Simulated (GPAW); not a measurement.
## Work function of H/Pt(111) at several levels

How far do functional and basis move the work function of H/Pt(111)?

Method: GPAW, PAW setups; slab in vacuum, relaxation, in the first sound run; inputs show where later runs differ, in GPAW 26.7.0.

### 1. The starting structure

The cell holds 5 atoms: 4 Pt and 1 H. Cell: a = 2.772 Å, b = 2.772 Å, c = 23.290 Å, α = 90.0°, β = 90.0°, γ = 60.0°. Vacuum lies along c.

### 2. Relaxing the atoms

Forces are removed first; all later runs use this geometry. The lowest 2 atoms are held at bulk positions and keep their forces.

run.py reads:

```python
import json
import numpy as np
from ase import Atoms
from ase.constraints import FixAtoms
from ase.optimize import BFGS
from gpaw import GPAW, PW

slab = Atoms(
    ['Pt', 'Pt', 'Pt', 'Pt', 'H'],
    positions=[
        [0.00000, 0.00000, 8.00000],
        [1.38593, 0.80017, 10.26321],
        [2.77186, 1.60033, 12.52643],
        [0.00000, 0.00000, 14.78964],
        [2.77186, 1.60033, 15.28964]],
    cell=[[2.77186, 0.0, 0.0], [1.38593, 2.4005, 0.0], [0.0, 0.0, 23.28964]],
    pbc=[True, True, False])

slab.calc = GPAW(mode=PW(500), xc='PBE', kpts={'size': (13, 13, 1), 'gamma': True},
                 occupations={'name': 'fermi-dirac', 'width': 0.1}, nbands='160%',
                 convergence={'density': 1e-05}, maxiter=200,
                 poissonsolver={'dipolelayer': 'xy'},
                 symmetry={'tolerance': 1e-3, 'extra_ids': [1, 1, 0, 0, 0]}, txt='slab.txt')
result = {}
slab.set_constraint(FixAtoms([0, 1]))
path = []
opt = BFGS(slab, maxstep=0.2)
opt.attach(lambda: path.append((slab.get_potential_energy(), slab.positions.tolist(), slab.get_forces().tolist())))
result['relaxed'] = bool(opt.run(fmax=0.03, steps=40))
result['path'] = path
energy = slab.get_potential_energy()
fermi = slab.calc.get_fermi_level()
v = slab.calc.get_electrostatic_potential().mean((0, 1)) - fermi
n = slab.calc.get_pseudo_density().mean((0, 1))
L = slab.cell[2, 2]
z = np.arange(len(v)) * L / len(v)
low, high = slab.positions[:, 2].min(), slab.positions[:, 2].max()
below, above = np.interp([low - 5.8, high + 5.8], z, v)
slopes = [np.interp(x, z, np.gradient(v, z)) for x in (low - 5.8, high + 5.8)]
eps = np.array([[slab.calc.get_eigenvalues(k, s) for k in range(len(slab.calc.get_ibz_k_points()))]
                for s in range(slab.calc.get_number_of_spins())]) - fermi
top, bottom = eps[eps < 0].max(), eps[eps > 0].min()
dipole = slab.get_dipole_moment()[2]
print(f'energy {energy:.4f} eV, Fermi level {fermi:.4f} eV, dipole {dipole:.5f} e A')
print(f'potential 5.8 A off the faces, from the Fermi level: lower {below:.4f} eV, upper {above:.4f} eV')
print(f'slope of the potential there: lower {slopes[0]:.5f}, upper {slopes[1]:.5f} eV/A')
print(f'nearest levels on the mesh: {top:.4f} and {bottom:.4f} eV')
print('magnetic moment', round(slab.get_magnetic_moment(), 3))
result.update(energy=energy, fermi=fermi, dipole=dipole, below=below, above=above, slopes=slopes, edges=[top, bottom],
              z=z.tolist(), v=v.tolist(), n=n.tolist(), positions=slab.positions.tolist(),
              forces=slab.get_forces(apply_constraint=False).tolist(), moments=slab.get_magnetic_moments().tolist())
json.dump(result, open('result.json', 'w'))
```

On the command line:

```sh
OMP_NUM_THREADS=1 OPENBLAS_NUM_THREADS=1 python run.py
```

The program printed:

```text
Step          Energy          fmax
BFGS:    0      -27.778212        1.821887
BFGS:    1      -27.839060        1.757201
BFGS:    2      -28.138994        0.781866
BFGS:    3      -28.165227        0.680171
BFGS:    4      -28.176602        0.556657
BFGS:    5      -28.264401        0.643253
BFGS:    6      -28.293071        0.645248
BFGS:    7      -28.318140        0.588705
BFGS:    8      -28.331806        0.412260
BFGS:    9      -28.339210        0.182075
BFGS:   10      -28.340899        0.032716
BFGS:   11      -28.340998        0.005814
energy -28.2339 eV, Fermi level 1.5494 eV, dipole 0.02032 e A
potential 5.8 A off the faces, from the Fermi level: lower 5.6401 eV, upper 5.0859 eV
slope of the potential there: lower 0.00002, upper 0.00012 eV/A
nearest levels on the mesh: -0.0253 and 0.0009 eV
magnetic moment 0.0
```

The job ended after 29 min (1 thread of Arm Neoverse V1, shared host; peak memory 0.26 GiB).

Relaxation path:

```tsv
step	energy less that of the first step (eV)	largest force (eV/Å)
1	0.0000	1.8219
2	-0.0603	1.7572
3	-0.3563	0.7819
4	-0.3810	0.6802
5	-0.3924	0.5567
6	-0.4804	0.6433
7	-0.5086	0.6452
8	-0.5330	0.5887
9	-0.5463	0.4123
10	-0.5534	0.1821
11	-0.5549	0.0327
12	-0.5550	0.0058
```

The atoms that moved most (Å):

```tsv
atom	dx	dy	dz	length
H5	0.000	0.000	0.672	0.672
Pt4	0.000	0.000	0.237	0.237
Pt3	0.000	0.000	0.065	0.065
```

Final coordinates:

```xyz
5
Lattice="2.7719 0.0000 0.0000 1.3859 2.4005 0.0000 0.0000 0.0000 23.2896" Properties=species:S:1:pos:R:3
Pt    0.0000    0.0000    8.0000
Pt    1.3859    0.8002   10.2632
Pt    2.7719    1.6003   12.5910
Pt    0.0000    0.0000   15.0268
H     2.7719    1.6003   15.9612
```

Numbers from this step:

```
dipole along the normal                    : 0.02032 e·Å
levels nearest the Fermi level on the mesh : -0.02528, 9.28e-4 eV from the Fermi level
upper work function                        : 5.086 eV
lower work function                        : 5.640 eV
```

The electrostatic potential energy of an electron (without an applied field's), less the Fermi level, planar mean oscillates, so the rows of the table below give means over windows of 1 Å about each position, cut where the curve ends. Its maxima inside the range that stand out by 2 % of the span (Å: eV): 9.1: -0.237, 11.5: 0.178, 13.8: 0.942. Its minima: 8.0: -26.9, 10.2: -27.1, 12.6: -27.0, 15.0: -27.4.

Electrostatic potential energy of an electron (without an applied field's), less the Fermi level, planar mean against z; means over each step:

```tsv
z (Å)	electrostatic potential energy of an electron (without an applied field's), less the Fermi level, planar mean (eV)
0	5.54
1	5.64
2	5.64
3	5.64
4	5.64
5	5.62
6	5.27
7	-0.688
8	-21.2
9	-3.35
10	-19.0
11	-7.46
12	-11.0
13	-15.6
14	-2.15
15	-21.8
16	-3.89
17	4.44
18	5.05
19	5.08
20	5.09
21	5.09
22	5.09
23	5.13
```

The pseudo valence density, planar mean oscillates, so the rows of the table below give means over windows of 2.42 Å about each position, cut where the curve ends. Its maxima inside the range that stand out by 2 % of the span (Å: e/Å³): 8.0: 2.40, 10.2: 2.41, 12.7: 2.34, 15.1: 2.37. Its minima: 9.1: 0.321, 11.4: 0.295, 13.8: 0.249.

The pseudo valence density, planar mean by z; means over each step:

```tsv
z (Å)	pseudo valence density, planar mean (e/Å³)
3.63	6.7e-5
6.05	0.0680
8.47	1.03
10.89	1.03
13.31	0.989
15.73	0.919
18.15	0.00384
20.57	2.9e-6
```

The relaxation lowered the energy of the cell by 0.555 eV (energies extrapolated to zero smearing; the optimiser's log prints free energies). The largest force left on a free atom is 0.0058 eV/Å.

### 3. Plane waves, PBE

With the geometry fixed, the planar mean of the potential gives the vacuum level on each side.

This step: GPAW, PAW setups; slab in vacuum (GPAW 26.7.0).

run.py: that of step 2 with these lines changed.

```diff
@@ -3,4 +3,2 @@
 from ase import Atoms
-from ase.constraints import FixAtoms
-from ase.optimize import BFGS
 from gpaw import GPAW, PW
@@ -12,5 +10,5 @@
         [1.38593, 0.80017, 10.26321],
-        [2.77186, 1.60033, 12.52643],
-        [0.00000, 0.00000, 14.78964],
-        [2.77186, 1.60033, 15.28964]],
+        [2.77186, 1.60033, 12.59102],
+        [0.00000, 0.00000, 15.02675],
+        [2.77186, 1.60033, 15.96120]],
     cell=[[2.77186, 0.0, 0.0], [1.38593, 2.4005, 0.0], [0.0, 0.0, 23.28964]],
@@ -22,10 +20,4 @@
                  poissonsolver={'dipolelayer': 'xy'},
-                 symmetry={'tolerance': 1e-3, 'extra_ids': [1, 1, 0, 0, 0]}, txt='slab.txt')
+                 symmetry={'tolerance': 1e-3}, txt='slab.txt')
 result = {}
-slab.set_constraint(FixAtoms([0, 1]))
-path = []
-opt = BFGS(slab, maxstep=0.2)
-opt.attach(lambda: path.append((slab.get_potential_energy(), slab.positions.tolist(), slab.get_forces().tolist())))
-result['relaxed'] = bool(opt.run(fmax=0.03, steps=40))
-result['path'] = path
 energy = slab.get_potential_energy()
```

The program printed:

```text
energy -28.2339 eV, Fermi level 1.5494 eV, dipole 0.02037 e A
potential 5.8 A off the faces, from the Fermi level: lower 5.6400 eV, upper 5.0862 eV
slope of the potential there: lower 0.00001, upper 0.00016 eV/A
nearest levels on the mesh: -0.0253 and 0.0009 eV
magnetic moment 0.0
```

Run time: 3.8 min. Hardware: 1 thread; peak memory 0.26 GiB.

Numbers from this step:

| Item | Value |
| --- | --- |
| dipole along the normal | 0.02037 e·Å |
| levels nearest the Fermi level on the mesh | -0.02529, 9.27e-4 eV from the Fermi level |

Table of electrostatic potential energy of an electron (without an applied field's), less the Fermi level, planar mean by z:

z (Å), electrostatic potential energy of an electron (without an applied field's), less the Fermi level, planar mean (eV) and a bar from the least value:
```
      0.0        5.4 ##############################
      0.5        5.6 ##############################
      1.0        5.6 ##############################
      1.5        5.6 ##############################
      2.0        5.6 ##############################
      2.5        5.6 ##############################
      3.0        5.6 ##############################
      3.5        5.6 ##############################
      4.0        5.6 ##############################
      4.5        5.6 ##############################
      5.0        5.6 ##############################
      5.5        5.6 ##############################
      6.0        5.4 ##############################
      6.5        4.5 #############################
      7.0        1.0 ##########################
      7.5      -12.2 ##############
      8.0      -26.9 
      8.5      -12.6 #############
      9.0       -0.7 ########################
      9.5       -4.5 #####################
     10.0      -22.0 #####
     10.5      -22.8 ####
     11.0       -5.0 ####################
     11.5        0.0 #########################
     12.0       -9.3 ################
     12.5      -26.3 #
     13.0      -16.3 ##########
     13.5       -1.3 ########################
     14.0        0.1 #########################
     14.5      -11.8 ##############
     15.0      -27.4 
     15.5      -14.8 ###########
     16.0       -3.4 ######################
     16.5        3.0 ############################
     17.0        4.6 #############################
     17.5        5.0 #############################
     18.0        5.1 #############################
     18.5        5.1 #############################
     19.0        5.1 #############################
     19.5        5.1 #############################
     20.0        5.1 #############################
     20.5        5.1 #############################
     21.0        5.1 #############################
     21.5        5.1 #############################
     22.0        5.1 #############################
     22.5        5.1 #############################
     23.0        5.2 ##############################
```

The pseudo valence density, planar mean oscillates, so the rows of the table below give means over windows of 2.42 Å about each position, cut where the curve ends. Its maxima inside the range that stand out by 2 % of the span (Å: e/Å³): 8.0: 2.40, 10.2: 2.41, 12.7: 2.34, 15.1: 2.37. Its minima: 9.1: 0.321, 11.4: 0.295, 13.8: 0.249.

Table of pseudo valence density, planar mean by z; means over each step:

```tsv
z (Å)	pseudo valence density, planar mean (e/Å³)
3.63	6.7e-5
6.05	0.0680
8.47	1.03
10.89	1.03
13.31	0.989
15.73	0.919
18.15	0.00384
20.57	3.0e-6
```

Force by atom:

```tsv
atom	x (eV/Å)	y (eV/Å)	z (eV/Å)	size
Pt1	0.000	0.000	-0.468	0.468
Pt2	0.000	0.000	0.472	0.472
Pt3	0.000	0.000	0.000	0.000
Pt4	0.000	0.000	-0.005	0.005
H5	0.000	0.000	0.000	0.000
```

The potential is flat to 1.6e-4 eV/Å where it is read, so the vacuum is wide enough.

### 4. Self-consistent run: xc = "vdW-DF2"

The same geometry under vdW-DF2, to see how far the functional moves the levels against the vacuum (the van der Waals functionals take revPBE setups).

run.py: that of step 3 with these lines changed.

```diff
@@ -16,3 +16,3 @@
 
-slab.calc = GPAW(mode=PW(500), xc='PBE', kpts={'size': (13, 13, 1), 'gamma': True},
+slab.calc = GPAW(mode=PW(500), xc='vdW-DF2', kpts={'size': (13, 13, 1), 'gamma': True},
                  occupations={'name': 'fermi-dirac', 'width': 0.1}, nbands='160%',
```

The program printed:

```text
energy -659.1459 eV, Fermi level 1.5097 eV, dipole 0.01957 e A
potential 5.8 A off the faces, from the Fermi level: lower 5.8820 eV, upper 5.3499 eV
slope of the potential there: lower -0.00002, upper 0.00010 eV/A
nearest levels on the mesh: -0.0104 and 0.0498 eV
magnetic moment 0.0
```

It took 6.3 min on 1 thread; peak memory 0.4 GiB.

This step gave:

- dipole along the normal: 0.01957 e·Å
- levels nearest the Fermi level on the mesh: -0.01043, 0.04978 eV from the Fermi level
- upper work function: 5.350 eV
- lower work function: 5.882 eV

The electrostatic potential energy of an electron (without an applied field's), less the Fermi level, planar mean oscillates, so the rows of the table below give means over windows of 1 Å about each position, cut where the curve ends. Its maxima inside the range that stand out by 2 % of the span (Å: eV): 9.1: -0.714, 11.5: -0.296, 13.8: 0.463. Its minima: 8.0: -27.0, 10.2: -27.2, 12.6: -27.1, 15.0: -27.5.

The electrostatic potential energy of an electron (without an applied field's), less the Fermi level, planar mean by z; means over each step:

z (Å), electrostatic potential energy of an electron (without an applied field's), less the Fermi level, planar mean (eV) and a bar from the least value:
```
        0        5.8 ##############################
        1        5.9 ##############################
        2        5.9 ##############################
        3        5.9 ##############################
        4        5.9 ##############################
        5        5.9 ##############################
        6        5.4 ##############################
        7       -0.8 #######################
        8      -21.3 #
        9       -3.8 ####################
       10      -19.2 ###
       11       -7.8 ###############
       12      -11.3 ############
       13      -15.9 #######
       14       -2.6 #####################
       15      -22.0 
       16       -3.9 ###################
       17        4.6 #############################
       18        5.3 #############################
       19        5.3 #############################
       20        5.3 #############################
       21        5.3 #############################
       22        5.3 #############################
       23        5.4 #############################
```

The pseudo valence density, planar mean oscillates, so the rows of the table below give means over windows of 2.42 Å about each position, cut where the curve ends. Its maxima inside the range that stand out by 2 % of the span (Å: e/Å³): 8.0: 2.40, 10.2: 2.42, 12.7: 2.35, 15.1: 2.38. Its minima: 9.1: 0.312, 11.4: 0.286, 13.8: 0.241.

Pseudo valence density, planar mean against z; means over each step:

```tsv
z (Å)	pseudo valence density, planar mean (e/Å³)
3.63	9.7e-5
6.05	0.0681
8.47	1.03
10.89	1.03
13.31	0.989
15.73	0.919
18.15	0.00425
20.57	4.5e-6
```

Force by atom:

```tsv
atom	x (eV/Å)	y (eV/Å)	z (eV/Å)	size
Pt1	0.00	0.00	-1.77	1.77
Pt2	0.00	0.00	0.55	0.55
Pt3	0.00	0.00	0.18	0.18
Pt4	0.00	0.00	0.78	0.78
H5	0.00	0.00	0.26	0.26
```

The upper face's work function is 5.350 eV, against 5.086 eV in the first plane-wave PBE run at this geometry.

### 5. OptPBE vdW: xc = "optPBE-vdW"

The same geometry under optPBE-vdW, to see how far the functional moves the levels against the vacuum (the van der Waals functionals take revPBE setups).

run.py: that of step 4 with these lines changed.

```diff
@@ -16,3 +16,3 @@
 
-slab.calc = GPAW(mode=PW(500), xc='vdW-DF2', kpts={'size': (13, 13, 1), 'gamma': True},
+slab.calc = GPAW(mode=PW(500), xc='optPBE-vdW', kpts={'size': (13, 13, 1), 'gamma': True},
                  occupations={'name': 'fermi-dirac', 'width': 0.1}, nbands='160%',
```

The program printed:

```text
energy -93.3897 eV, Fermi level 1.4376 eV, dipole 0.01890 e A
potential 5.8 A off the faces, from the Fermi level: lower 5.7872 eV, upper 5.2734 eV
slope of the potential there: lower -0.00000, upper 0.00013 eV/A
nearest levels on the mesh: -0.0090 and 0.0314 eV
magnetic moment 0.0
```

It took 3.3 min on 1 thread; peak memory 0.4 GiB.

Numbers from this step:

```
dipole along the normal                    : 0.01890 e·Å
levels nearest the Fermi level on the mesh : -0.008975, 0.03135 eV from the Fermi level
upper work function                        : 5.273 eV
lower work function                        : 5.787 eV
```

The upper face's work function is 5.273 eV, against 5.086 eV in the first plane-wave PBE run at this geometry.

### 6. Self-consistent run: xc = "LDA"

The same geometry under LDA, to see how far the functional moves the levels against the vacuum.

run.py: that of step 5 with these lines changed.

```diff
@@ -16,3 +16,3 @@
 
-slab.calc = GPAW(mode=PW(500), xc='optPBE-vdW', kpts={'size': (13, 13, 1), 'gamma': True},
+slab.calc = GPAW(mode=PW(500), xc='LDA', kpts={'size': (13, 13, 1), 'gamma': True},
                  occupations={'name': 'fermi-dirac', 'width': 0.1}, nbands='160%',
```

The program printed:

```text
energy -33.8828 eV, Fermi level 1.2100 eV, dipole 0.02329 e A
potential 5.8 A off the faces, from the Fermi level: lower 6.0251 eV, upper 5.3917 eV
slope of the potential there: lower 0.00001, upper 0.00014 eV/A
nearest levels on the mesh: -0.0227 and 0.0025 eV
magnetic moment 0.0
```

Elapsed: 4 min, on 1 thread; peak memory 0.26 GiB.

This step gave:

- dipole along the normal: 0.02329 e·Å
- levels nearest the Fermi level on the mesh: -0.02275, 0.002513 eV from the Fermi level
- upper work function: 5.392 eV
- lower work function: 6.025 eV

The electrostatic potential energy of an electron (without an applied field's), less the Fermi level, planar mean oscillates, so the rows of the table below give means over windows of 1 Å about each position, cut where the curve ends. Its maxima inside the range that stand out by 2 % of the span (Å: eV): 9.1: 0.160, 11.5: 0.571, 13.8: 1.33. Its minima: 8.0: -26.6, 10.2: -26.8, 12.6: -26.7, 15.0: -27.1.

The electrostatic potential energy of an electron (without an applied field's), less the Fermi level, planar mean by z; means over each step:

```tsv
z (Å)	electrostatic potential energy of an electron (without an applied field's), less the Fermi level, planar mean (eV)
0	5.91
1	6.03
2	6.03
3	6.02
4	6.02
5	6.01
6	5.66
7	-0.335
8	-20.9
9	-2.97
10	-18.7
11	-7.10
12	-10.6
13	-15.3
14	-1.77
15	-21.5
16	-3.64
17	4.73
18	5.36
19	5.39
20	5.39
21	5.39
22	5.39
23	5.44
```

The upper face's work function is 5.392 eV, against 5.086 eV in the first plane-wave PBE run at this geometry.

### 7. Self-consistent run: xc = "revPBE"

The same geometry under revPBE, to see how far the functional moves the levels against the vacuum.

run.py: that of step 6 with these lines changed.

```diff
@@ -16,3 +16,3 @@
 
-slab.calc = GPAW(mode=PW(500), xc='LDA', kpts={'size': (13, 13, 1), 'gamma': True},
+slab.calc = GPAW(mode=PW(500), xc='revPBE', kpts={'size': (13, 13, 1), 'gamma': True},
                  occupations={'name': 'fermi-dirac', 'width': 0.1}, nbands='160%',
```

The program printed:

```text
energy -26.0926 eV, Fermi level 1.6441 eV, dipole 0.01926 e A
potential 5.8 A off the faces, from the Fermi level: lower 5.4980 eV, upper 4.9745 eV
slope of the potential there: lower 0.00001, upper 0.00012 eV/A
nearest levels on the mesh: -0.0252 and 0.0015 eV
magnetic moment 0.0
```

Wall time 4.4 min (1 thread); peak memory 0.26 GiB.

This step gave:

| Property | Result |
| --- | --- |
| dipole along the normal | 0.01926 e·Å |
| levels nearest the Fermi level on the mesh | -0.02522, 0.001473 eV from the Fermi level |
| upper work function | 4.975 eV |
| lower work function | 5.498 eV |

The upper face's work function is 4.975 eV, against 5.086 eV in the first plane-wave PBE run at this geometry.

(Part 1 of 2 ends here.)

[Logs are printed without paths, hosts, clocks, repeated set-up lines and the standing remarks that a program may print on its own settings, such as how far it seeks lower states.]

[Hosts, paths, dates, database ids (printed as entryN), source tags and the programs' standing remarks are cut or masked in the printed files.]
